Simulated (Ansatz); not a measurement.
**Mg2B (hypothetical, Fm-3m): phonons against volume**

Aim: how the vibrations of Mg2B (hypothetical) shift with volume, and the expansion that follows. The crystal structure is hypothetical: it was made by swapping elements on a known structure type.

Method: DFT PBEsol, scalar-relativistic, plane waves, PAW, in Ansatz 0.2.0.

### Step 1. Starting point

The structure is cubic, space group Fm-3m (No. 225). The conventional cell has a = 6.040 Å, b = 6.040 Å, c = 6.040 Å, α = 90.00°, β = 90.00°, γ = 90.00°. Mg has 4 B at 2.62 Å nearest. Nearest to B lie 8 Mg at 2.62 Å. Farther neighbours are not listed.

### Step 2. Probe on a coarse mesh

Before spending time, one coarse run tells the gap and the pressure of the starting cell.

input.yaml reads:

```yaml
crystal:
  lattice:
    - [0.0, 3.02013, 3.02013]
    - [3.02013, 0.0, 3.02013]
    - [3.02013, 3.02013, 0.0]
  atoms:
    - { symbol: Mg, position: [0.25, 0.25, 0.25] }
    - { symbol: Mg, position: [0.75, 0.75, 0.75] }
    - { symbol: B, position: [0.0, 0.0, 0.0] }
kpoints:
  mp_grid: { grid: [6, 6, 6] }
hamiltonian:
  xc: pbesol
scf:
  occupations: { method: gaussian, width: 0.1 }
output:
  forces: true
  stress: true
  eigenvalues: true
```

The run is started by

```console
$ ansatz run input.yaml --threads 4 --pin off --max-ram 8192MiB --backend cpu --events-out ev --progress --plain --runs-dir out
```

Numbers of over 12 decimals in the logs are rounded to 6 here.

Log:

```text
Engine: ansatz 0.2.0, aarch64-unknown-linux-gnu
Pseudopotentials: kind: paw
Pseudopotential: Mg, paw, valence charge 10, recommended cutoff 420 eV (normal), Mg.paw.azcp
Pseudopotential: B, paw, valence charge 3, recommended cutoff 420 eV (normal), B.paw.azcp
Functional definition: PBEsol
  exchange = pbesol_x
  correlation = pbesol_c
Crystal: 3 atoms, lattice volume = 55.094 Å³
Basis set: ecut = 420 eV, 1067 PW (Γ), exchange–correlation on 60×60×60 points (8 copies of the dense FFT grid, shifted against one another)
Bands: 16, of which v1, the nominal top of the filled ones, is band 12 counted from 1 (11 counted from 0)
Symmetry: 48 space group operations
Space group: Fm-3m (ITA 225), of the structure as read, at distance tolerance 3.8e-5 Å
k-points: 16 of 216
Non-local potential: Mg, projectors of the file, l = 0: 3, l = 1: 2, l = 2: 1
Non-local potential: B, projectors of the file, l = 0: 2, l = 1: 2, l = 2: 1
PAW form: soft (Blöchl's): semilocal exchange-correlation on the pseudo side does not see the compensation charge
PAW frozen core: Mg, regenerated for the run's functional, and the local potential with it (the file was generated under x = pbe(κ = 0.804, μ = 0.219515), c = pbe(β = 0.066725))
PAW frozen core: B, regenerated for the run's functional, and the local potential with it (the file was generated under x = pbe(κ = 0.804, μ = 0.219515), c = pbe(β = 0.066725))
PAW one-centre angular grid: Mg, 110 points (default); XC on 64 Gauss nodes
PAW one-centre angular grid: B, 110 points (default); XC on 64 Gauss nodes
Initial density: superposition of atomic densities (neutral atoms: chi_scale 0, normalization atom), corrected by the library's trained network
Initial wavefunctions: pseudopotential atomic-orbital guess
Functional: x = pbesol(κ = 0.804, μ = 0.123457), c = pbesol(β = 0.046)
SCF iter   1: F=—  HF=-3975.519663 eV  |F-HF|=—  |Δ(HF+E_count)|=         —  Δρ=6.43e-3  dr2=5.27e-2  ethr=1.77e-3  ⟨swp⟩=5.2  Hψ=1217  notcnv=0
preconditioner: auto → none  [insulator: Δε(μ)=0.357 eV  Ē_g=7.285 eV  σ=0.100 eV  W_gap=0.64  n_scr=14 (ndim 8)  ℏωp=13.2 eV  f_vac=0.001  D(μ)=2.43/eV (n_scr^D=14)  ε∞_Penn≈4.3]
SCF iter   2: F=—  HF=-3975.504865 eV  |F-HF|=—  |Δ(HF+E_count)|=   1.48e-2  Δρ=2.31e-3  dr2=4.10e-3  ethr=2.29e-4  ⟨swp⟩=2.0  Hψ=485  notcnv=0  defer=3
SCF iter   3: F=—  HF=-3975.503628 eV  |F-HF|=—  |Δ(HF+E_count)|=   1.24e-3  Δρ=6.31e-4  dr2=1.99e-4  ethr=1.78e-5  ⟨swp⟩=1.9  Hψ=294  notcnv=0  defer=3
SCF iter   4: F=—  HF=-3975.503615 eV  |F-HF|=—  |Δ(HF+E_count)|=   1.22e-5  Δρ=9.22e-5  dr2=3.86e-6  ethr=8.66e-7  ⟨swp⟩=2.0  Hψ=428  notcnv=0  defer=3
SCF iter   5: F=—  HF=-3975.503625 eV  |F-HF|=—  |Δ(HF+E_count)|=   9.70e-6  Δρ=9.42e-6  dr2=1.91e-8  ethr=1.68e-8  ⟨swp⟩=2.0  Hψ=299  notcnv=0  defer=3
SCF iter   6: F=-3975.503625 eV  HF=-3975.503625 eV  |F-HF|=1.24e-10  |Δ(HF+E_count)|=   1.41e-8  Δρ=8.40e-7  dr2=2.53e-10  ethr=8.31e-11  ⟨swp⟩=3.1  Hψ=867  notcnv=0
SCF 1 converged in 6 iterations: F = -3975.503625 eV  dr2 = 2.53e-10
  greatest PAW one-centre occupation: 1.000 electrons in one spin orbital (limit 2), on the Mg atom at site 1 (counted from 0), in its partial waves of l = 0
SCF converged after 6 iterations
Free energy (F): -3975.503625 eV
Harris-Foulkes:  -3975.503625 eV  (|F-HF|=1.24e-10)
Internal energy: -3975.491420 eV  (E = F + TS)
E sigma→0 (E₀):  -3975.497522 eV
Entropy (-TS):   -0.012205 eV (-4.068 meV/atom)
Fermi energy:    4.934983 eV
--- Per-component energies (eV) ---
  E_band       = -707.066142
  E_kinetic    = 190.654284
  E_local      = -3322.909688  (includes V_loc(G=0)·N_el)
  E_nonlocal   = 204.473960
  E_hartree    = 1192.272873
  E_xc         = -85.913177
  E_vxc        = -108.060869  (∫ρ·V_xc dr)
  E_paw        = -637.518563  (= ΣΔE_a)
  E_vpaw       = -55.769389  (= ΣTr[D̂ρ^β])
  E_aug_tail   = -0.000002  (compensation charges beyond the density's cutoff)
  E_ewald      = -1516.683542
  E_core_change = 0.132435  (= ΣΔE_core)
  E_smearing   = -0.012205  (= −TS)
  E_closure    = -0.000000  (closes the sum)
  Σ components = -3975.503625   (vs F -3975.503625, Δ=0.00e0)
--- Forces (eV/Å), atoms counted from 1 ---
  atom   1  Mg     0.00000000     0.00000000    -0.00000000
  atom   2  Mg     0.00000000     0.00000000    -0.00000000
  atom   3  B     -0.00000000     0.00000000     0.00000000
  max |Σ_I F_I| component: 3.70e-17 eV/Å
--- Stress (GPa, compression-positive) ---
       -7.305618       0.000000      -0.000000
        0.000000      -7.305618      -0.000000
       -0.000000      -0.000000      -7.305618
  P = ⅓ Tr σ = -7.3056 GPa (-73.056 kbar)
--- Band table (eV; the first three rows and the last of 16) ---
  k-point 0: bands = [... 8 lower, -2.9823, 5.9042, 5.9042, 5.9042, 7.7228, 9.6722, 9.6722, 9.6722]
  k-point 1: bands = [... 8 lower, -2.6976, 4.3554, 5.7166, 5.7166, 8.2763, 9.9983, 10.0002, 10.0002]
  k-point 2: bands = [... 8 lower, -1.9108, 2.2588, 5.4333, 5.4333, 8.0333, 9.6562, 9.6562, 10.7765]
  k-point 15: bands = [... 8 lower, -0.4880, 1.9710, 3.0956, 3.4031, 7.6792, 9.0070, 11.2387, 11.9131]
```

Run time: 0.91 s. Hardware: 4 threads of Arm Neoverse V1, shared host; peak memory 0.28 GiB; 1.6 s of CPU time.

This step gave:

```yaml
pressure: -7.306 GPa
volume_per_atom: 18.36 Å³
gap_on_the_k_mesh: 0 eV
```

The start is under -7.3 GPa at this level and looks like a metal on this mesh.

### Step 3. Finding the static equilibrium

The vibrations must be taken about the equilibrium of this functional, not about the starting cell, so the structure is relaxed.

input.yaml: that of step 2 with these lines changed.

```diff
@@ -10,3 +10,3 @@
 kpoints:
-  mp_grid: { grid: [6, 6, 6] }
+  mp_grid: { grid: [12, 12, 12] }
 hamiltonian:
@@ -19 +19,6 @@
   eigenvalues: true
+relax:
+  adjacent_minimum: "off"
+  f_tol: 0.005
+  max_steps: 80
+  cell: { stress_tol: 0.05 }
```

Log:

```text
[...]
Crystal: 3 atoms, lattice volume = 55.094 Å³
Basis set: ecut = 420 eV, 1067 PW (Γ), exchange–correlation on 60×60×60 points (8 copies of the dense FFT grid, shifted against one another)
Bands: 16, of which v1, the nominal top of the filled ones, is band 12 counted from 1 (11 counted from 0)
Symmetry: 48 space group operations
[...]
k-points: 72 of 1728
[...]
SCF iter   1: F=—  HF=-3975.506418 eV  |F-HF|=—  |Δ(HF+E_count)|=         —  Δρ=6.55e-3  dr2=5.48e-2  ethr=1.77e-3  ⟨swp⟩=5.1  Hψ=5528  notcnv=0
[...]
SCF iter   7: F=-3975.489924 eV  HF=-3975.489924 eV  |F-HF|=1.81e-9  |Δ(HF+E_count)|=   1.05e-7  Δρ=4.74e-6  dr2=1.26e-8  ethr=4.35e-10  ⟨swp⟩=5.5  Hψ=4605  notcnv=0
SCF 1 converged in 7 iterations: F = -3975.489924 eV  dr2 = 1.26e-8
[...]
relax step   1: F+E_penalty+E_count = -3975.48992354 eV  Δ(F+E_penalty+E_count) = +0.000e0 eV  max|allowed force component| = 1.079e-17 eV/Å  Δτ_max = 0.0000 Å  P = -7.401 GPa  Ω = 55.094 Å³  (7 SCF iters, dr2 threshold 1.00e-7 eV, accepted)
Crystal: 3 atoms, lattice volume = 47.541 Å³
Basis set: ecut = 420 eV, 941 PW (Γ), exchange–correlation on 60×60×60 points (8 copies of the dense FFT grid, shifted against one another)
[...]
iter 1 solved again at ethr=4.00e-4 eV; its pass at ethr=3.10e-3 eV (dr2=9.20e-2 eV) is discarded
[...]
SCF iter   7: F=-3975.681290 eV  HF=-3975.681290 eV  |F-HF|=1.99e-9  |Δ(HF+E_count)|=   1.81e-7  Δρ=5.56e-6  dr2=9.91e-9  ethr=1.30e-9  ⟨swp⟩=5.0  Hψ=4647  notcnv=0
SCF 2 converged in 7 iterations: F = -3975.681290 eV  dr2 = 9.91e-9
relax step   2: F+E_penalty+E_count = -3975.68129045 eV  Δ(F+E_penalty+E_count) = -1.914e-1 eV  max|allowed force component| = 1.110e-16 eV/Å  Δτ_max = 0.0000 Å  P = +0.329 GPa  Ω = 47.541 Å³  energy of the carried Pulay correction = +1.569e-3 eV  (7 SCF iters, dr2 threshold 3.00e-7 eV, accepted)
Crystal: 3 atoms, lattice volume = 47.820 Å³
[...]
SCF iter   4: F=-3975.681449 eV  HF=-3975.681449 eV  |F-HF|=1.50e-8  |Δ(HF+E_count)|=   1.38e-7  Δρ=1.00e-5  dr2=9.94e-8  ethr=1.18e-9  ⟨swp⟩=5.2  Hψ=4716  notcnv=0
SCF 3 converged in 4 iterations: F = -3975.681449 eV  dr2 = 9.94e-8
relax step   3: F+E_penalty+E_count = -3975.68144908 eV  Δ(F+E_penalty+E_count) = -1.586e-4 eV  max|allowed force component| = 3.392e-17 eV/Å  Δτ_max = 0.0000 Å  P = -0.074 GPa  Ω = 47.820 Å³  energy of the carried Pulay correction = +1.507e-3 eV  (4 SCF iters, dr2 threshold 2.71e-7 eV, accepted)
[...]
relax step   4: F+E_penalty+E_count = -3975.68147244 eV  Δ(F+E_penalty+E_count) = -2.336e-5 eV  max|allowed force component| = 2.776e-17 eV/Å  Δτ_max = 0.0000 Å  P = -0.001 GPa  Ω = 47.769 Å³  energy of the carried Pulay correction = +1.519e-3 eV  (4 SCF iters, dr2 threshold 1.36e-8 eV, accepted)
[...]
SCF iter   5: F=-3975.680427 eV  HF=-3975.680427 eV  |F-HF|=3.18e-12  |Δ(HF+E_count)|=  1.46e-11  Δρ=1.18e-7  dr2=6.38e-12  ethr=1.00e-12  ⟨swp⟩=5.1  Hψ=4216  notcnv=0
SCF 5 converged in 5 iterations: F = -3975.680427 eV  dr2 = 6.38e-12
relax step   5: F+E_penalty+E_count = -3975.68042747 eV  Δ(F+E_penalty+E_count) = +1.045e-3 eV  max|allowed force component| = 3.431e-17 eV/Å  Δτ_max = 0.0000 Å  P = -0.019 GPa  Ω = 47.769 Å³  stress off target by 1.85e-2 GPa  SCF on the basis re-selected at this cell (its energy is not comparable with the rows above)  (5 SCF iters)
basis re-selected at this cell: Δ(F+E_penalty+E_count) = +1.045e-3 eV, ΔP = -0.018 GPa vs the last step (what re-selecting the basis moved, of the pressure what is left beyond the Pulay correction that the steps carried, after the strain that the cell walked since its last selection, with what the two solves' SCF thresholds leave and, on support functions, any second-order correction that the steps lacked; it is no m [...]
SCF converged after 5 iterations
Free energy (F): -3975.680427 eV
[...]
Internal energy: -3975.670443 eV  (E = F + TS)
E sigma→0 (E₀):  -3975.675435 eV
Entropy (-TS):   -0.009984 eV (-3.328 meV/atom)
Fermi energy:    6.156745 eV
[...]
--- Stress (GPa, compression-positive) ---
       -0.018549      -0.000000       0.000000
       -0.000000      -0.018549       0.000000
        0.000000       0.000000      -0.018549
  P = ⅓ Tr σ = -0.0185 GPa (-0.185 kbar)
--- Band table (eV; the first three rows and the last of 72) ---
  k-point 0: bands = [... 8 lower, -2.3954, 7.0812, 7.0812, 7.0812, 9.7530, 11.4139, 11.4139, 11.4139]
  k-point 1: bands = [... 8 lower, -2.3146, 6.5674, 7.0268, 7.0268, 10.0271, 11.4805, 11.5388, 11.5388]
  k-point 2: bands = [... 8 lower, -2.0752, 5.5098, 6.8931, 6.8931, 10.2354, 11.7415, 11.7415, 11.8543]
  k-point 71: bands = [... 8 lower, 0.5174, 3.4520, 3.4520, 4.1642, 9.7868, 12.1519, 12.3799, 12.3799]
--- Relaxed structure (4 steps of the walk, 4 accepted, 1 SCFs on fresh bases) ---
  F+E_penalty+E_count = -3975.68042747 eV   max|allowed force component| = 3.431e-17 eV/Å   (the final SCF, on the basis selected at the relaxed cell)
  cell:  # Å, volume = 47.7691 Å³
    - [0, 2.879867, 2.879867]
    - [2.879867, 0, 2.879867]
    - [2.879867, 2.879867, 0]
  atoms:
    - { symbol: Mg, position: [0.250000, 0.250000, 0.250000] }
    - { symbol: Mg, position: [0.750000, 0.750000, 0.750000] }
    - { symbol: B, position: [0, 0, 0] }
```

Run time: 4 s. Hardware: 4 threads; peak memory 0.38 GiB.

Step by step:

```tsv
step	energy less that of the first step (eV)	largest force component (eV/Å)	pressure (GPa)	volume (Å³)
1	0.0000	0.0000	-7.40	55.09
2	-0.1914	0.0000	0.33	47.54
3	-0.1915	0.0000	-0.07	47.82
4	-0.1915	0.0000	0.00	47.77
5*	-0.1905	0.0000	-0.02	47.77
```

Relaxation steps marked * repeat the geometry before them on a plane-wave basis chosen anew for their cell, so energy and pressure can jump there.

The run keeps the 48 symmetry operations that it works with, so distortions that break them were not tested.

```tsv
conventional cell, symmetrised	before	after	change
a (Å)	6.040	5.760	-4.6 %
b (Å)	6.040	5.760	-4.6 %
c (Å)	6.040	5.760	-4.6 %
volume (Å³/atom)	18.36	15.92	-13.3 %
```

Final coordinates:

```xyz
3
Lattice="0.0000 2.8799 2.8799 2.8799 0.0000 2.8799 2.8799 2.8799 0.0000" Properties=species:S:1:pos:R:3 pbc="T T T"
Mg    1.4399    1.4399    1.4399
Mg    4.3198    4.3198    4.3198
B     0.0000    0.0000    0.0000
```

This step gave:

- pressure: -0.01855 GPa
- volume per atom: 15.92 Å³

The relaxation ends with a pressure of -0.02 GPa.

### Step 4. A second relaxation

The relaxation is run once more from where the first one ended, as the script does after a large change of volume or of the gap, with mesh and occupations reviewed.

input.yaml, the sections that differ from step 3:

```yaml
crystal:
  lattice:
    - [0.0, 2.8798670257, 2.8798670257]
    - [2.8798670257, 0.0, 2.8798670257]
    - [2.8798670257, 2.8798670257, 0.0]
  atoms:
    - { symbol: Mg, position: [0.25, 0.25, 0.25] }
    - { symbol: Mg, position: [0.75, 0.75, 0.75] }
    - { symbol: B, position: [0.0, 0.0, 0.0] }
output:
  forces: true
  stress: true
  eigenvalues: true
  write_density: true
  write_potential: true
  elf: true
  volumetric_format: npy
# kpoints, hamiltonian, scf, relax: as in step 3
```

Log:

```text
[...]
Crystal: 3 atoms, lattice volume = 47.769 Å³
Basis set: ecut = 420 eV, 941 PW (Γ), exchange–correlation on 60×60×60 points (8 copies of the dense FFT grid, shifted against one another)
Bands: 16, of which v1, the nominal top of the filled ones, is band 12 counted from 1 (11 counted from 0)
Symmetry: 48 space group operations
[...]
k-points: 72 of 1728
[...]
SCF iter   1: F=—  HF=-3975.692430 eV  |F-HF|=—  |Δ(HF+E_count)|=         —  Δρ=6.08e-3  dr2=3.69e-2  ethr=1.77e-3  ⟨swp⟩=5.0  Hψ=5499  notcnv=0
[...]
SCF iter   7: F=-3975.680427 eV  HF=-3975.680427 eV  |F-HF|=5.75e-9  |Δ(HF+E_count)|=   3.55e-7  Δρ=5.82e-6  dr2=1.79e-8  ethr=4.35e-10  ⟨swp⟩=8.8  Hψ=7532  notcnv=0
SCF 1 converged in 7 iterations: F = -3975.680427 eV  dr2 = 1.79e-8
[...]
relax step   1: F+E_penalty+E_count = -3975.68042747 eV  Δ(F+E_penalty+E_count) = +0.000e0 eV  max|allowed force component| = 3.084e-17 eV/Å  Δτ_max = 0.0000 Å  P = -0.019 GPa  Ω = 47.769 Å³  (7 SCF iters, dr2 threshold 1.00e-7 eV, accepted)
[...]
SCF iter   5: F=-3975.680427 eV  HF=-3975.680427 eV  |F-HF|=1.36e-12  |Δ(HF+E_count)|=  8.64e-12  Δρ=8.16e-8  dr2=6.24e-12  ethr=1.00e-12  ⟨swp⟩=5.0  Hψ=4131  notcnv=0
SCF 2 converged in 5 iterations: F = -3975.680427 eV  dr2 = 6.24e-12
relax step   2: F+E_penalty+E_count = -3975.68042747 eV  Δ(F+E_penalty+E_count) = -1.617e-9 eV  max|allowed force component| = 2.891e-17 eV/Å  Δτ_max = 0.0000 Å  P = -0.019 GPa  Ω = 47.769 Å³  stress off target by 1.85e-2 GPa  SCF on the basis re-selected at this cell (its energy is not comparable with the rows above)  (5 SCF iters)
basis re-selected at this cell: Δ(F+E_penalty+E_count) = -1.617e-9 eV, ΔP = -0.000 GPa vs the last step (what re-selecting the basis moved, of the pressure what is left beyond the Pulay correction that the steps carried, after the strain that the cell walked since its last selection, with what the two solves' SCF thresholds leave and, on support functions, any second-order correction that the steps lacked; it is no m [...]
SCF converged after 5 iterations
Free energy (F): -3975.680427 eV
[...]
Internal energy: -3975.670443 eV  (E = F + TS)
E sigma→0 (E₀):  -3975.675435 eV
Entropy (-TS):   -0.009984 eV (-3.328 meV/atom)
Fermi energy:    6.156746 eV
[...]
--- Stress (GPa, compression-positive) ---
       -0.018546       0.000000       0.000000
       -0.000000      -0.018546      -0.000000
        0.000000       0.000000      -0.018546
  P = ⅓ Tr σ = -0.0185 GPa (-0.185 kbar)
--- Band table (eV; the first three rows and the last of 72) ---
  k-point 0: bands = [... 8 lower, -2.3954, 7.0812, 7.0812, 7.0812, 9.7530, 11.4139, 11.4139, 11.4139]
  k-point 1: bands = [... 8 lower, -2.3146, 6.5674, 7.0268, 7.0268, 10.0271, 11.4805, 11.5388, 11.5388]
  k-point 2: bands = [... 8 lower, -2.0752, 5.5098, 6.8931, 6.8931, 10.2354, 11.7415, 11.7415, 11.8543]
  k-point 71: bands = [... 8 lower, 0.5174, 3.4520, 3.4520, 4.1642, 9.7868, 12.1519, 12.3799, 12.3799]
--- Relaxed structure (1 steps of the walk, 1 accepted, 1 SCFs on fresh bases) ---
[...]
cell:  # Å, volume = 47.7691 Å³
    - [0.0, 2.8798670257, 2.8798670257]
    - [2.8798670257, 0.0, 2.8798670257]
    - [2.8798670257, 2.8798670257, 0.0]
  atoms:
    - { symbol: Mg, position: [0.250000, 0.250000, 0.250000] }
    - { symbol: Mg, position: [0.75, 0.75, 0.75] }
    - { symbol: B, position: [0.0, 0.0, 0.0] }
```

Wall time 1.9 s (4 threads); peak memory 0.36 GiB; 6.7 s of CPU time.

Little changed from the start: no atom moved by 0.005 Å and no cell edge by 0.1 %.

Valence density in the ac plane of a cell with a along [110], b along [-110] and c along [001] of the cube at fractional y = 0.000, with atoms of Mg and B within 0.2 Å of it. It is the smooth field of the valence electrons, not physical close to the nuclei.

Ten steps, logarithmic in the rise over the least value, from '0' (0 e/Å³) to '9' (24 e/Å³), each cell a mean:
```
22210000122222110001122
22111111112221111111112
11113663111111115751111
00016996100000038983000
00015885100000027972000
00001441000000003430000
00000000000000000000000
00000000000000000000000
00000000000000000000000
00000110000000001110000
00003663000000015751000
00016996100000038983000
11115885111111027972011
21112442111211113431112
22110000112222110001122
12210000122122110001122
```
Columns run along a (8.1 Å), rows up along c (5.8 Å), edges of the conventional cell, whose origin can differ from the input's. Atoms in or near the plane, at fractional coordinates: Mg at (0.25, 0.25), Mg at (0.75, 0.25), Mg at (0.25, 0.75), Mg at (0.75, 0.75), B at (0.00, 0.00), B at (0.50, 0.00).

ELF in the ac plane of a cell with a along [110], b along [-110] and c along [001] of the cube at fractional y = 0.000, with atoms of Mg and B within 0.2 Å of it. It is the smooth field of the valence electrons, not physical close to the nuclei.

Ten even steps from '0' (0.05) to '9' (0.78), each cell a mean:
```
16995225995138973247983
79961011699789830113898
99722442279999413431599
87403333147886224342268
54203443024553014341145
22101220012221002210022
00111001110001110001110
00123333210000233333200
00122222210000122222100
11100000011111100000111
33102442013332003430023
66303333036665124342156
98613443168997314341389
99831221399999612311699
47973103898469951015996
04997447994017985358971
```
Columns run along a (8.1 Å), rows up along c (5.8 Å), edges of the conventional cell, whose origin can differ from the input's. Atoms in or near the plane, at fractional coordinates: Mg at (0.25, 0.25), Mg at (0.75, 0.25), Mg at (0.25, 0.75), Mg at (0.75, 0.75), B at (0.00, 0.00), B at (0.50, 0.00).

Electrostatic potential energy in the ac plane of a cell with a along [110], b along [-110] and c along [001] of the cube at fractional y = 0.000, with atoms of Mg and B within 0.2 Å of it. With pseudopotentials it is smooth inside the atoms' cores, unlike the true potential.

Values in eV, 9 rows by 16 columns, each cell a mean:
```
-32  -3   6   2   1   5   3 -24 -32  -3   6   2   1   5   3 -24
  6   6  -1 -35 -45  -9   5   6   6   6  -1 -35 -45  -9   5   6
  9   7  -3 -45 -56 -14   5   9   9   7  -3 -45 -56 -14   5   9
 10   8   5  -3  -5   3   8   9  10   8   5  -3  -5   3   8   9
 10   9   8   5   5   7   9  10  10   9   8   5   5   7   9  10
 10   8   3 -11 -16  -1   7   9  10   8   3 -11 -16  -1   7   9
  9   7  -5 -52 -62 -17   5   9   9   7  -5 -52 -62 -17   5   9
  1   5   1 -22 -29  -4   5   3   1   5   1 -22 -29  -4   5   3
-45  -7   6   5   4   6   2 -34 -45  -7   6   5   4   6   2 -34
```
Columns run along a (8.1 Å; values clipped at the 3rd and 97th percentile), rows up along c (5.8 Å), edges of the conventional cell, whose origin can differ from the input's. Atoms in or near the plane, at fractional coordinates: Mg at (0.25, 0.25), Mg at (0.75, 0.25), Mg at (0.25, 0.75), Mg at (0.75, 0.75), B at (0.00, 0.00), B at (0.50, 0.00).

(Part 1 of 4 ends here.)

[Logs are printed without paths, hosts, clocks, repeated set-up lines and the standing remarks that a program may print on its own settings, such as how far it seeks lower states.]

[Hosts, paths, dates, database ids (printed as entryN), source tags and the programs' standing remarks are cut or masked in the printed files.]

[A step with changed settings may run another functional than the one named; its input shows which.]


